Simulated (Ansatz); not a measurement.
# HfSi2N4 monolayer in a perpendicular field, part 2 of 2

What dipole does a perpendicular field induce in the HfSi2N4 monolayer, and does the gap follow? A positive field points along +c.

Ansatz 0.2.0; plane-wave DFT, PBE-D3(BJ), Ansatz PAW.

So far. Step 2 (Relaxing the slab): The lattice constant a goes from 2.920 to 3.020 Å.

### Step 3. Single point, field 0

A sawtooth potential applies the field, turning back in the middle of the vacuum. With the dipole correction the typed value is the field outside the slab. The induced dipole is small, so the SCF threshold is tight.

The cell differs from the one that the last finished run ended in (c 45.964 → 24.941 Å).

The input, input.yaml:

```yaml
crystal:
  lattice:
    - [3.0203797357, 0.0, 0.0]
    - [-1.5101898679, 2.6157255802, 0.0]
    - [0.0, 0.0, 24.9411433924]
  atoms:
    - { symbol: "N", position: [0.0, 0.0, 0.3608495352] }
    - { symbol: Si, position: [0.3333333333, 0.6666666667, 0.3801027712] }
    - { symbol: "N", position: [0.3333333333, 0.6666666667, 0.4498086577] }
    - { symbol: Hf, position: [0.0, 0.0, 0.5] }
    - { symbol: "N", position: [0.3333333333, 0.6666666667, 0.5501913423] }
    - { symbol: Si, position: [0.3333333333, 0.6666666667, 0.6198972288] }
    - { symbol: "N", position: [0.0, 0.0, 0.6391504648] }
kpoints:
  mp_grid: { grid: [18, 18, 1] }
  band_path:
    path: [[0, 0, 0], [0.5, 0, 0], [0.33333333, 0.33333333, 0], [0, 0, 0]]
    npoints: 16
hamiltonian:
  xc: pbe
  dispersion: d3bj
scf:
  occupations: { method: fermi_dirac, width: 0.02585 }
  convergence: { dr2_threshold: 1.0e-10 }
efield:
  axis: 3
  dipole_correction: true
  ramp_position: 0.97
  ramp_width: 0.06
  amplitude: 0
output:
  dos: { projected: true, e_range: [-6, 5] }
  write_potential: true
  write_density: true
  volumetric_format: npy
  elf: true
```

Launch:

```
ansatz run input.yaml --threads 2 --pin off --max-ram 3072MiB --backend cpu --events-out ev --progress --plain --runs-dir out
```

Numbers of over 12 decimals in the logs are rounded to 6 here.

What it wrote:

```text
[...]
Crystal: 7 atoms, lattice volume = 197.047 Å³
Basis set: ecut = 420 eV, 3803 PW (Γ)
Bands: 34, of which v1, the nominal top of the filled ones, is band 27 counted from 1 (26 counted from 0)
Symmetry: 6 space group operations
k-points: 37 of 324 (time reversal used)
[...]
SCF iter   1: F=—  HF=-18537.609153 eV  |F-HF|=—  |Δ(HF+E_count)|=         —  Δρ=4.51e-3  dr2=1.35e-1  ethr=1.77e-3  p=0.000 e·Å  D=2.17e-13 V/Å  ΔV_dip=-0.00 eV  dr2_dipole=7.06e-10  V_vac-E_F(+/−)=4.75/4.75 eV  ⟨swp⟩=9.1  Hψ=7395  notcnv=0  defer=10
efield: sawtooth ramp at fractional position 0.9700 (set: `efield.ramp_position`, or a place that a band, a saddle search or an elastic batch's reference lends), width 0.0600; the density the first Hamiltonian is built on has a dipole p = 0.000 e·Å; the dipole correction subtracts the counter field D = 2.17e-13 V/Å, which shifts the + side's vacuum level by -0.00 eV against the − side's; the planar-averaged density in the ramp window peaks in size at 1.4e-5 e/Å³
[...]
SCF iter   2: F=—  HF=-18537.632239 eV  |F-HF|=—  |Δ(HF+E_count)|=   2.31e-2  Δρ=5.47e-3  dr2=2.74e-1  ethr=2.51e-4  p=0.000 e·Å  D=1.80e-5 V/Å  ΔV_dip=-0.00 eV  dr2_dipole=1.31e-7  V_vac-E_F(+/−)=5.80/5.80 eV  ⟨swp⟩=4.5  Hψ=2799  notcnv=0  defer=88
[...]
SCF iter  13: F=-18537.588203 eV  HF=-18537.588203 eV  |F-HF|=1.46e-11  |Δ(HF+E_count)|=  2.33e-10  Δρ=2.07e-7  dr2=7.52e-11  ethr=1.00e-12  p=0.000 e·Å  D=5.87e-8 V/Å  ΔV_dip=-0.00 eV  dr2_dipole=4.15e-14  V_vac-E_F(+/−)=5.55/5.55 eV  ⟨swp⟩=13.6  Hψ=4854  notcnv=0
SCF 1 converged in 13 iterations: F = -18537.588203 eV  dr2 = 7.52e-11
[...]
NSCF: frozen V_eff on 49 k-points
efield: sawtooth ramp at fractional position 0.9700 (kept from the solve that this one continues, or follows in the run), width 0.0600; the density the first Hamiltonian is built on has a dipole p = 0.000 e·Å; the dipole correction subtracts the counter field D = 5.87e-8 V/Å, which shifts the + side's vacuum level by -0.00 eV against the − side's; the planar-averaged density in the ramp window peaks in size at 8.2e-7 e/Å³
[...]
SCF converged after 13 iterations
Free energy (F): -18537.588203 eV
[...]
Internal energy: -18537.588203 eV  (E = F + TS)
E sigma→0 (E₀):  -18537.588203 eV
Fermi energy:    1.496558 eV
Dipole field:    D = -0.000000 V/Å  (p = -0.000000 e·Å, saw-weighted, corrected)
Work function:   Φ+ = 5.5534 eV   Φ− = 5.5534 eV
Levels:          The Fermi level and band energies are counted from a zero that moves with the ramp; work functions are not
[...]
--- Band table (eV; the first three rows and the last of 37) ---
  k-point 0: bands = [... 23 lower, -1.3724, -0.2502, -0.0873, -0.0873, 3.2822, 4.8976, 5.2558, 6.2268, ... 3 higher]
  k-point 1: bands = [... 23 lower, -1.3203, -0.2833, -0.1404, -0.0627, 3.3445, 5.0195, 5.1066, 6.2581, ... 3 higher]
  k-point 2: bands = [... 23 lower, -1.1709, -0.3966, -0.2879, -0.0455, 3.3321, 5.0098, 5.3025, 6.3507, ... 3 higher]
  k-point 36: bands = [... 23 lower, -2.0229, -1.8797, -0.0783, 0.7346, 3.0203, 6.1734, 6.3812, 7.4090, ... 3 higher]
```

The job ended after 18 s (2 threads of Intel Xeon Platinum 8488C (Sapphire Rapids), shared host; peak memory 0.65 GiB; 35 s of CPU time).

The column dr2 measures how far the density is from self-consistency, as an energy; F and HF (Harris–Foulkes) agree once it is small.

This step gave:

- gap on the k-mesh: 1.574 eV
- dipole along the normal: -2.37e-7 e·Å
- gap along the path: 1.575 eV
- smallest direct gap along the path: 2.214 eV
- ionisation energy, upper face: 6.315 eV
- electron affinity, upper face: 4.741 eV
- gap, the smaller of path and mesh: 1.574 eV

Running mean over a fixed 2.6 Å (it still follows the layers) of the planar mean; the ramp of the sawtooth is left out. Electron's electrostatic potential energy less the Fermi level against z:

| z (Å) | electron's electrostatic potential energy less the Fermi level (eV) |
| --- | --- |
| 4 | 5.55 |
| 5 | 5.55 |
| 6 | 5.53 |
| 7 | 5.06 |
| 8 | -1.24 |
| 9 | -7.44 |
| 10 | -9.16 |
| 11 | -7.10 |
| 12 | -10.3 |
| 13 | -10.2 |
| 14 | -7.06 |
| 15 | -9.13 |
| 16 | -7.29 |
| 17 | -0.673 |
| 18 | 5.16 |
| 19 | 5.54 |
| 20 | 5.55 |
| 21 | 5.55 |

The density of states has structure finer than the step of the table below, so its rows give means over 0.2 eV, whole bins alone (the curve runs from -6 to 2.79 eV). Peaks (eV: height): -5.64: 5.08, -4.87: 12.8, -2.47: 6.22, -1.89: 5.82, -1.67: 15.4, -1.45: 5.11, 0.84: 7.20.

The density of states by energy, zero at the Fermi level of the run, which the smearing sets inside the gap; means over each step:

energy (eV), density of states (states/eV a cell) and a bar:
```
     -5.8        2.2 ########
     -5.6        3.4 ############
     -5.4        3.7 #############
     -5.2        4.3 ###############
     -5.0        5.8 ####################
     -4.8        8.8 ##############################
     -4.6        3.4 ############
     -4.4        2.5 ########
     -4.2        2.8 ##########
     -4.0        3.2 ###########
     -3.8        2.4 ########
     -3.6        1.4 #####
     -3.4        1.4 #####
     -3.2        2.1 #######
     -3.0        2.6 #########
     -2.8        4.2 ##############
     -2.6        4.5 ###############
     -2.4        4.5 ###############
     -2.2        3.8 #############
     -2.0        3.8 #############
     -1.8        5.3 ##################
     -1.6        8.4 #############################
     -1.4        2.3 ########
     -1.2        1.0 ###
     -1.0        0.9 ###
     -0.8        0.5 ##
     -0.6        0.0 
     -0.4        0.0 
     -0.2        0.0 
      0.0        0.0 
      0.2        0.0 
      0.4        0.0 
      0.6        0.0 
      0.8        2.3 ########
      1.0        3.8 #############
      1.2        1.7 ######
      1.4        1.1 ####
      1.6        0.4 #
      1.8        0.6 ##
      2.0        0.0 
      2.2        0.0 
      2.4        0.0 
      2.6        0.0
```

Projected DOS per atom over height of the atomic layer and energy from the Fermi level. Layers: N Si N Hf N Si N from below.

Ten even steps from '0' (0.00 states/eV) to '9' (2.59 states/eV), each cell a mean:
```
0000000
0000000
0001000
0002000
0009000
0000000
0000000
0000000
0000000
0000000
1020201
5061605
2031302
3042403
1031301
0011100
1011101
2011102
3121213
4242424
2121212
1011101
```
Columns: height of the atomic layer (Å) from 9 to 15.9 (not evenly spaced); rows upwards: energy from the Fermi level (eV) from -5.96 to 2.77.

Electronic bands along the path, in eV, zero at the Fermi level of the run, which the smearing sets inside the gap:

| point | band 24 | band 25 | band 26 | band 27 | band 28 | band 29 | band 30 | band 31 |
| --- | --- | --- | --- | --- | --- | --- | --- | --- |
| Γ | -2.87 | -1.75 | -1.58 | -1.58 | 1.79 | 3.40 | 3.76 | 4.73 |
| halfway | -2.46 | -2.37 | -2.04 | -1.66 | 1.07 | 3.67 | 3.93 | 5.42 |
| M | -3.00 | -1.87 | -1.80 | -1.38 | 0.84 | 2.68 | 2.88 | 6.61 |
| halfway | -3.02 | -2.39 | -1.63 | -1.16 | 1.11 | 4.17 | 4.21 | 5.57 |
| K | -3.52 | -3.38 | -1.57 | -0.76 | 1.52 | 4.68 | 4.88 | 5.91 |
| halfway | -2.53 | -1.95 | -1.91 | -1.66 | 0.98 | 4.46 | 4.91 | 5.24 |
| Γ | -2.87 | -1.75 | -1.58 | -1.58 | 1.79 | 3.40 | 3.76 | 4.73 |

Electrostatic potential energy in the ca plane at fractional y = 0.667, with atoms of Si and N within 0.2 Å of it. With pseudopotentials it is smooth inside the atoms' cores, unlike the true potential.

Ten even steps from '0' (-58 eV) to '9' (7 eV), each cell a mean:
```
99999999999999888999987656899999889999999999
99999999999999888999987656899999889999999999
99999999999999877899988777899988788999999999
99999999999998533687568888756874347899999999
99999999999987200363016888301650015899999999
99999999999986200363006888301640005899999999
99999999999998522587458888646863247899999999
99999999999998877899988777889987778999999999
```
Columns run along c (16.0 Å, from fractional 0.15 to 0.80 of the cell; values clipped at the 3rd and 97th percentile), rows up along a (3.0 Å). Atoms in or near the plane, at fractional coordinates: Si at (0.38, 0.33), N at (0.45, 0.33), N at (0.55, 0.33), Si at (0.62, 0.33).

Valence density in the ca plane at fractional y = 0.667, with atoms of Si and N within 0.2 Å of it. It is the smooth field of the valence electrons, not physical close to the nuclei.

Values in e/Å³, 5 rows by 16 columns, each cell a mean:
```
0.0 0.0 0.0 0.0 0.0 0.0 0.0 0.4 0.4 0.1 0.3 1.1 0.2 0.1 0.5 0.3
0.0 0.0 0.0 0.0 0.0 0.0 0.0 0.3 0.4 0.3 0.5 0.6 0.5 0.2 0.5 0.2
0.0 0.0 0.0 0.0 0.0 0.0 0.0 0.2 0.3 1.3 1.9 0.4 2.2 0.9 0.3 0.2
0.0 0.0 0.0 0.0 0.0 0.0 0.0 0.2 0.2 1.7 2.4 0.5 2.8 1.2 0.2 0.1
0.0 0.0 0.0 0.0 0.0 0.0 0.0 0.3 0.4 0.5 0.8 0.5 0.8 0.4 0.4 0.2
```
Columns run along c (16.0 Å, from fractional 0.05 to 0.69 of the cell), rows up along a (3.0 Å). Atoms in or near the plane, at fractional coordinates: Si at (0.38, 0.33), N at (0.45, 0.33), N at (0.55, 0.33), Si at (0.62, 0.33).

ELF in the ca plane at fractional y = 0.667, with atoms of Si and N within 0.2 Å of it. It is the smooth field of the valence electrons, not physical close to the nuclei.

Values, 5 rows by 16 columns, each cell a mean:
```
0.00 0.00 0.00 0.10 0.49 0.65 0.19 0.14 0.32 0.20 0.12 0.41 0.64 0.32 0.03 0.00
0.00 0.00 0.00 0.06 0.41 0.66 0.30 0.49 0.23 0.33 0.41 0.43 0.63 0.23 0.02 0.00
0.00 0.00 0.00 0.02 0.21 0.32 0.55 0.67 0.40 0.62 0.71 0.34 0.35 0.09 0.00 0.00
0.00 0.00 0.00 0.01 0.17 0.24 0.60 0.53 0.44 0.59 0.66 0.36 0.24 0.07 0.00 0.00
0.00 0.00 0.00 0.04 0.34 0.60 0.39 0.69 0.27 0.48 0.61 0.41 0.58 0.17 0.01 0.00
```
Columns run along c (16.0 Å, from fractional 0.15 to 0.80 of the cell), rows up along a (3.0 Å). Atoms in or near the plane, at fractional coordinates: Si at (0.38, 0.33), N at (0.45, 0.33), N at (0.55, 0.33), Si at (0.62, 0.33).

The gap is 1.57 eV, with the valence edge 6.32 eV and the conduction edge 4.74 eV under the upper vacuum level. Spin-orbit coupling, left out in this run, matters for the bands of elements this heavy.

### Step 4. Single point, field 0.1 V/Å

Edit input.yaml of step 3 so:

```diff
@@ -29,5 +29,4 @@
   ramp_width: 0.06
-  amplitude: 0
+  amplitude: 0.1
 output:
-  dos: { projected: true, e_range: [-6, 5] }
   write_potential: true
@@ -35,2 +34 @@
   volumetric_format: npy
-  elf: true
```

What it wrote:

```text
[...]
Crystal: 7 atoms, lattice volume = 197.047 Å³
Basis set: ecut = 420 eV, 3803 PW (Γ)
Bands: 34, of which v1, the nominal top of the filled ones, is band 27 counted from 1 (26 counted from 0)
Symmetry: 6 space group operations
k-points: 37 of 324 (time reversal used)
[...]
k-point 0: bands = [... 23 lower, -1.3725, -0.2497, -0.0875, -0.0875, 3.2815, 4.8916, 5.2594, 6.2265, ... 3 higher]
  k-point 1: bands = [... 23 lower, -1.3204, -0.2829, -0.1405, -0.0627, 3.3440, 4.9997, 5.1240, 6.2578, ... 3 higher]
  k-point 2: bands = [... 23 lower, -1.1712, -0.3962, -0.2880, -0.0453, 3.3318, 5.0014, 5.3078, 6.3505, ... 3 higher]
  k-point 36: bands = [... 23 lower, -2.0232, -1.8799, -0.0795, 0.7356, 3.0201, 6.1732, 6.3802, 7.4093, ... 3 higher]
[key lines of the parts left out:]
SCF converged after 16 iterations
Free energy (F): -18537.589943 eV
Fermi energy:    1.496957 eV
Dipole field:    D = 0.031956 V/Å  (p = 0.034799 e·Å, saw-weighted, corrected)
```

Wall time 20 s (2 threads); peak memory 0.63 GiB.

The dipole is 0.0348 e·Å, and the gap 1.573 eV.

### Step 5. Atoms held, field -0.1 V/Å

Edit input.yaml of step 4 so:

```diff
@@ -29,3 +29,3 @@
   ramp_width: 0.06
-  amplitude: 0.1
+  amplitude: -0.1
 output:
```

What it wrote:

```text
[...]
Crystal: 7 atoms, lattice volume = 197.047 Å³
Basis set: ecut = 420 eV, 3803 PW (Γ)
Bands: 34, of which v1, the nominal top of the filled ones, is band 27 counted from 1 (26 counted from 0)
Symmetry: 6 space group operations
k-points: 37 of 324 (time reversal used)
[...]
k-point 0: bands = [... 23 lower, -1.3725, -0.2497, -0.0875, -0.0875, 3.2815, 4.8916, 5.2594, 6.2265, ... 3 higher]
  k-point 1: bands = [... 23 lower, -1.3204, -0.2829, -0.1405, -0.0628, 3.3440, 4.9997, 5.1240, 6.2578, ... 3 higher]
  k-point 2: bands = [... 23 lower, -1.1712, -0.3962, -0.2880, -0.0453, 3.3318, 5.0014, 5.3078, 6.3505, ... 3 higher]
  k-point 36: bands = [... 23 lower, -2.0232, -1.8799, -0.0795, 0.7356, 3.0201, 6.1732, 6.3802, 7.4093, ... 3 higher]
[key lines of the parts left out:]
SCF converged after 17 iterations
Free energy (F): -18537.589943 eV
Fermi energy:    1.496954 eV
Dipole field:    D = -0.031962 V/Å  (p = -0.034805 e·Å, saw-weighted, corrected)
```

Wall time 21 s (2 threads); peak memory 0.63 GiB; 42 s of CPU time.

The dipole is -0.0348 e·Å, and the gap 1.573 eV.

### Step 6. Response, atoms held

This step: plane-wave DFT, PBE-D3(BJ), Ansatz PAW; response to a field along the normal, atoms held (Ansatz 0.2.0).

The dipoles give the slope, and the difference of two potentials shows where the field is screened.

This step gave:

```
equivalent conductor thickness p/(ε₀AE) : 7.971 Å
distance between the outer atoms        : 6.941 Å
```

Dipole of the cell against applied field:

| applied field (V/Å) | dipole of the cell (e·Å) |
| --- | --- |
| -0.1000 | -0.0348 |
| 0.0000 | -2.4e-7 |
| 0.1000 | 0.0348 |

Local field over the applied field, running mean. From the potentials at -0.1 and 0.1 V/Å; running mean over 2.5 Å. The local field over applied field by z:

z (Å), local field over applied field and a bar:
```
        5      0.998 ##############################
        6      0.980 #############################
        7      0.856 #########################
        8      0.546 ###############
        9      0.267 ######
       10      0.155 ###
       11      0.118 #
       12      0.075 
       13      0.078 
       14      0.119 #
       15      0.158 ###
       16      0.279 #######
       17      0.566 ################
       18      0.870 ##########################
       19      0.982 #############################
       20      0.998 ##############################
```

The induced electron density oscillates, so the rows of the table below give means over windows of 1 Å about each position, cut where the curve ends. Its maxima inside the range that stand out by 2 % of the span (Å: e/Å³ per V/Å): 8.2: 0.00383, 9.1: 0.00110, 10.5: 0.00119, 11.2: 0.00128, 13.0: 0.00128, 14.0: -4.2e-4, 15.2: 0.00162, 16.1: -2.9e-4. Its minima: 8.9: 2.9e-4, 9.7: -0.00162, 10.9: 4.2e-4, 11.9: -0.00128, 13.7: -0.00128, 14.4: -0.00119, 15.8: -0.00110, 16.8: -0.00383.

Electrons, planar mean, per unit field. The induced electron density by z; means over each step:

z (Å), induced electron density (e/Å³ per V/Å) and a bar from the least value:
```
        5    0.00001 ###############
        6    0.00011 ###############
        7    0.00088 ###################
        8    0.00312 ##############################
        9    0.00075 ##################
       10   -0.00030 #############
       11    0.00088 ###################
       12   -0.00059 ############
       13    0.00054 #################
       14   -0.00090 ###########
       15    0.00042 #################
       16   -0.00095 ##########
       17   -0.00307 
       18   -0.00078 ###########
       19   -0.00009 ##############
       20   -0.00001 ###############
```

The smaller of the gaps on the path and on the k-mesh, counted as 0 under 0.03 eV. The gap stays at 1.57 eV for applied field from -0.1 to 0.1 V/Å.

By hand: between -0.1 and 0.1 V/Å the dipole changes by 0.06960 e·Å, a slope of 0.3480 e·Å²/V. A perfect conductor of thickness t has p = ε₀AEt, so t = 180.95 × 0.3480 / 7.900 = 7.97 Å (e/ε₀ = 180.95 V·Å, A in Å²).

The induced dipole is that of a conductor 7.97 Å thick.

### Step 7. What came out

| Property | Result |
| --- | --- |
| gap without field | 1.57 eV |
| ionisation energy, upper face | 6.32 eV |
| electron affinity, upper face | 4.74 eV |
| equivalent conductor thickness, atoms held | 7.97 Å |

The induced dipole equals that of a perfect conductor 7.97 Å thick, while the outer atoms lie 6.94 Å apart; an out-of-plane ε follows only once a thickness t is chosen, by 1 − 1/ε = 7.97 Å / t. The gap stays within 0.01 eV of 1.57 eV over the fields run, up to 0.1 V/Å in size. Semilocal functionals give gaps that are too small, and excitons are not included. Spin-orbit coupling is left out, which matters for the bands of elements this heavy. The outer anions sit over the metal atoms, one of several polytypes of such layers and not the lowest for every compound.

[Logs are printed without paths, hosts, clocks, repeated set-up lines and the standing remarks that a program may print on its own settings, such as how far it seeks lower states.]

[Hosts, paths, dates, database ids (printed as entryN), source tags and the programs' standing remarks are cut or masked in the printed files.]

[Maps of the electrostatic potential energy from Ansatz leave out the sawtooth potential of an applied field or a dipole correction, so their vacuum need not be flat; planar profiles and work functions include it.]
